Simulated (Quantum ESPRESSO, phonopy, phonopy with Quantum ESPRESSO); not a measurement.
# KCl (Fm-3m): a volume series of phonon spectra, part 3 of 3

Wanted: mode Grüneisen parameters of KCl and a free-energy fit over volumes.

Measurements to reproduce:
- volume expansion coefficient 111.3 1e-6/K and heat capacity C_P per formula unit 51.7 J/mol/K near room temperature (given in “High-Throughput Prediction of Finite-Temperature Properties using the Quasi-Harmonic Approximation”, 2016, arXiv:1603.06924)
- volume expansion coefficient 114.9 1e-6/K near room temperature (given in “Descriptors for thermal expansion in solids”, 2017, arXiv:1701.03966)

Quantum ESPRESSO 7.5; DFT LDA, scalar-relativistic, plane waves, PseudoDojo norm-conserving pseudopotentials.

So far. Step 25 (Ground state at this cell, V/V0 1.05): The run ends at a pressure of -1.05 GPa. Step 26 (Zone-centre response): The Born charges sum to zero within 0.0015 e; the rest is removed before use. Acoustic frequencies in this log differ from zero by the error of the sum rule, which ph.x does not impose.

## (28) Phonons, V/V0 1.05 (continued)

Phonopy, LO-TO term from ph.x's tensors. Phonon branches along the path, in cm⁻¹:

| point | branch 1 | branch 2 | branch 3 | branch 4 | branch 5 | branch 6 |
| --- | --- | --- | --- | --- | --- | --- |
| Γ | 0 | 0 | 0 | 144 | 144 | 208 |
| halfway | 47 | 47 | 109 | 147 | 147 | 167 |
| X | 60 | 60 | 108 | 146 | 146 | 150 |
| halfway | 64 | 73 | 105 | 144 | 146 | 150 |
| U | 75 | 97 | 101 | 136 | 144 | 151 |
| jump to K | 75 | 97 | 101 | 136 | 144 | 151 |
| halfway | 57 | 83 | 101 | 122 | 148 | 180 |
| Γ | 0 | 0 | 0 | 144 | 144 | 208 |
| halfway | 62 | 62 | 85 | 135 | 135 | 194 |
| L | 104 | 104 | 112 | 112 | 148 | 157 |
| halfway | 91 | 93 | 123 | 123 | 144 | 149 |
| W | 87 | 87 | 115 | 118 | 150 | 150 |
| halfway | 69 | 82 | 102 | 139 | 148 | 150 |
| X | 60 | 60 | 108 | 146 | 146 | 150 |

No mode is imaginary beyond numerical noise along the path. The highest zone-centre mode (no LO–TO term) moved by -11.1 % for a volume change of +5.0 %.

The time given is that of the 2 pw.x runs on displaced cells behind this step.

## (29) Mode Grüneisen parameters

This step: DFT LDA, scalar-relativistic, plane waves, PseudoDojo norm-conserving pseudopotentials (phonopy 4.10.0).

Numbers from this step:

```
share of modes with a negative Grüneisen parameter : 0.117
```

Mean Grüneisen, by row:

| T (K) | heat-capacity-weighted mean | root mean square |
| --- | --- | --- |
| 50 | 1.13 | 1.565 |
| 100 | 1.401 | 1.727 |
| 200 | 1.477 | 1.77 |
| 300 | 1.491 | 1.778 |
| 500 | 1.498 | 1.782 |
| 800 | 1.501 | 1.784 |

Mean mode Grueneisen parameter against wavenumber:

| wavenumber (cm⁻¹) | mean mode Grueneisen parameter |
| --- | --- |
| 3.7 | - |
| 11.0 | - |
| 18.4 | -0.624 |
| 25.8 | 0.972 |
| 33.1 | 0.0858 |
| 40.5 | 0.745 |
| 47.8 | -0.003 |
| 55.2 | -0.209 |
| 62.5 | 0.108 |
| 69.9 | 0.211 |
| 77.3 | 0.55 |
| 84.6 | 0.723 |
| 92.0 | 0.814 |
| 99.3 | 1.02 |
| 106.7 | 1.14 |
| 114.0 | 1.6 |
| 121.4 | 1.53 |
| 128.8 | 1.88 |
| 136.1 | 1.91 |
| 143.5 | 2.06 |
| 150.8 | 2.12 |
| 158.2 | 2.19 |
| 165.5 | 2.28 |
| 172.9 | 2.14 |
| 180.3 | 1.42 |
| 187.6 | 1.31 |
| 195.0 | 1.27 |
| 202.3 | 1.28 |
| 209.7 | 1.28 |
| 217.1 | 1.29 |

Volume series, by row:

| V/V0 | V (Å³/atom) | pressure (GPa) | E - E0 (meV/atom) | gap (eV) | zero-point energy (meV/atom) | lowest on the path (cm⁻¹) | highest at Gamma without the LO-TO term (cm⁻¹) |
| --- | --- | --- | --- | --- | --- | --- | --- |
| 0.97 | 27.18 | 0.794 | 2.041 | 5.233 | 24.86 | 0 | 173 |
| 0.985 | 27.6 | 0.376 | 0.497 | 5.173 | 24.23 | 0 | 167.2 |
| 1 | 28.02 | -0.005 | 0 | 5.116 | 23.62 | 0 | 161.6 |
| 1.015 | 28.45 | -0.353 | 0.46 | 5.061 | 23.02 | 0 | 156.1 |
| 1.03 | 28.87 | -0.671 | 1.794 | 5.007 | 22.44 | 0 | 150.7 |
| 1.05 | 29.43 | -1.054 | 4.806 | 4.938 | 21.68 | 0 | 143.7 |

Optical frequency at Gamma without the LO-TO term, mode 4 against V/V0:

| V/V0 | optical frequency at Gamma without the LO-TO term, mode 4 (cm⁻¹) |
| --- | --- |
| 0.9700 | 173 |
| 0.9850 | 167 |
| 1.0000 | 162 |
| 1.0150 | 156 |
| 1.0300 | 151 |
| 1.0500 | 144 |

Grüneisen at points, by row:

| point | branch | frequency (cm⁻¹) | mode Grüneisen parameter |
| --- | --- | --- | --- |
| Γ | 4 | 161.6 | 2.3 |
| Γ | 6 | 221.9 | 1.3 |
| X | 1 | 56.6 | -1.36 |
| X | 3 | 105 | -0.62 |
| X | 4 | 166 | 2.46 |
| X | 6 | 171.2 | 2.58 |
| U | 1 | 78.5 | 0.89 |
| U | 2 | 94.3 | -0.65 |
| U | 3 | 104 | 0.62 |
| U | 4 | 154.2 | 2.44 |
| U | 5 | 161.5 | 2.26 |
| U | 6 | 171.3 | 2.51 |
| K | 1 | 78.5 | 0.89 |
| K | 2 | 94.3 | -0.65 |
| K | 3 | 104 | 0.62 |
| K | 4 | 154.2 | 2.44 |
| K | 5 | 161.5 | 2.26 |
| K | 6 | 171.3 | 2.51 |
| L | 1 | 116.3 | 2.22 |
| L | 3 | 125.5 | 2.16 |
| L | 5 | 158.2 | 1.36 |
| L | 6 | 167.1 | 1.31 |
| W | 1 | 84.4 | -0.75 |
| W | 3 | 127.1 | 1.96 |
| W | 4 | 129.5 | 1.94 |
| W | 5 | 170.2 | 2.49 |

## (30) Quasi-harmonic fit by phonopy

Numbers from this step:

| Item | Value |
| --- | --- |
| volume expansion coefficient at 300 K | 109.4 1e-6/K |
| isothermal bulk modulus at 300 K | 20.13 GPa |
| C_P at 300 K | 25.49 J/mol-atom/K |
| Grüneisen parameter at 300 K | 1.585 |

The energy (each curve on its own zero) by volume; values in meV/atom:

| volume (Å³/atom) | static | F at 0 K | F at 300 K | F at 900 K |
| --- | --- | --- | --- | --- |
| 27.184 | 2.04 | 3.59 | 6.69 | 15.5 |
| 27.604 | 0.5 | 1.42 | 3.35 | 8.77 |
| 28.025 | 0 | 0.31 | 1.04 | 3.04 |
| 28.445 | 0.46 | 0.17 | -0.32 | -1.8 |
| 28.866 | 1.79 | 0.92 | -0.84 | -5.84 |
| 29.426 | 4.81 | 3.17 | -0.32 | -10.1 |

Phonopy-qha, vinet fit of F(V) at each temperature; no electronic free energy. Qha vinet, by row:

| T (K) | fitted volume (Å³/atom) | alpha_V (1e-6/K) | B_T (GPa) | C_P (J/mol-atom/K) | Grueneisen |
| --- | --- | --- | --- | --- | --- |
| 75 | 28.34 | 53.17 | 23.15 | 15.7 | 1.332 |
| 100 | 28.38 | 69.46 | 22.87 | 19.2 | 1.427 |
| 125 | 28.44 | 79.86 | 22.56 | 21.24 | 1.476 |
| 150 | 28.5 | 86.94 | 22.23 | 22.52 | 1.505 |
| 175 | 28.56 | 92.2 | 21.9 | 23.38 | 1.525 |
| 200 | 28.63 | 96.43 | 21.55 | 24 | 1.54 |
| 225 | 28.7 | 100 | 21.21 | 24.48 | 1.553 |
| 250 | 28.77 | 103.3 | 20.85 | 24.86 | 1.564 |
| 275 | 28.85 | 106.4 | 20.5 | 25.19 | 1.575 |
| 300 | 28.93 | 109.4 | 20.13 | 25.49 | 1.585 |
| 325 | 29.01 | 112.4 | 19.76 | 25.75 | 1.596 |
| 350 | 29.09 | 115.4 | 19.39 | 26.01 | 1.606 |

Table of volume expansion coefficient, phonopy-qha, Vinet by temperature:

| temperature (K) | volume expansion coefficient, phonopy-qha, Vinet (1e-6/K) |
| --- | --- |
| 75 | 53.2 |
| 100 | 69.5 |
| 125 | 79.9 |
| 150 | 86.9 |
| 175 | 92.2 |
| 200 | 96.4 |
| 225 | 100 |
| 250 | 103 |
| 275 | 106 |
| 300 | 109 |
| 325 | 112 |
| 350 | 115 |

The fit gives a volume expansion of 109 × 10⁻⁶/K at 300 K.

## (31) Outcome

```json
{"volume expansion coefficient at 300 K": "109.4 1e-6/K", "isothermal bulk modulus at 300 K": "20.13 GPa", "C_P at 300 K": "25.49 J/mol-atom/K", "Grüneisen parameter at 300 K": "1.585", "mean mode Grüneisen parameter at 300 K": "1.49"}
```

Near room temperature KCl expands by 109 × 10⁻⁶/K in volume by LDA, with C_P = 25.5 J/(mol K) per mole of atoms and B_T = 20.1 GPa. The table stops at 350 K because beyond it the fitted volume comes within 1 % of the largest computed cell, where the fit loses its support. C_P at room temperature is 102 % of the classical 3R an atom. A measured volume expansion coefficient near room temperature is 111.3 1e-6/K (arXiv:1603.06924); the calculated 109 1e-6/K differs by -2 %. A measured heat capacity per formula unit near room temperature is 51.7 J/mol/K (arXiv:1603.06924); the calculated 51.0 J/mol/K differs by -1 %. The heat-capacity-weighted Grüneisen parameter goes from 1.13 at 50 K to 1.50 at 800 K; 12 % of the modes stiffen on expansion. Weighting γ by the density of states and each mode's heat capacity at 300 K, modes below 70 cm⁻¹ give about 1 % of the sum of γC that drives the expansion, those up to 150 cm⁻¹ 46 % and the rest 53 %. Among the labelled points γ is largest for branch 6 at X (171 cm⁻¹, 2.6) and most negative for branch 1 at X (56.6 cm⁻¹, -1.4). The supercell is 7.1 Å across at its narrowest and was not tested against a larger one: only its own wavevectors are exact, and acoustic branches between them, with the entropy at low temperature, can be off.

[Logs are printed without paths, hosts, clocks, repeated set-up lines and the standing remarks that a program may print on its own settings, such as how far it seeks lower states.]

[Hosts, paths, dates, database ids (printed as entryN), source tags and the programs' standing remarks are cut or masked in the printed files.]

[A step with changed settings may run another functional than the one named; its input shows which.]

[Of the runs on displaced cells, only some may be shown.]
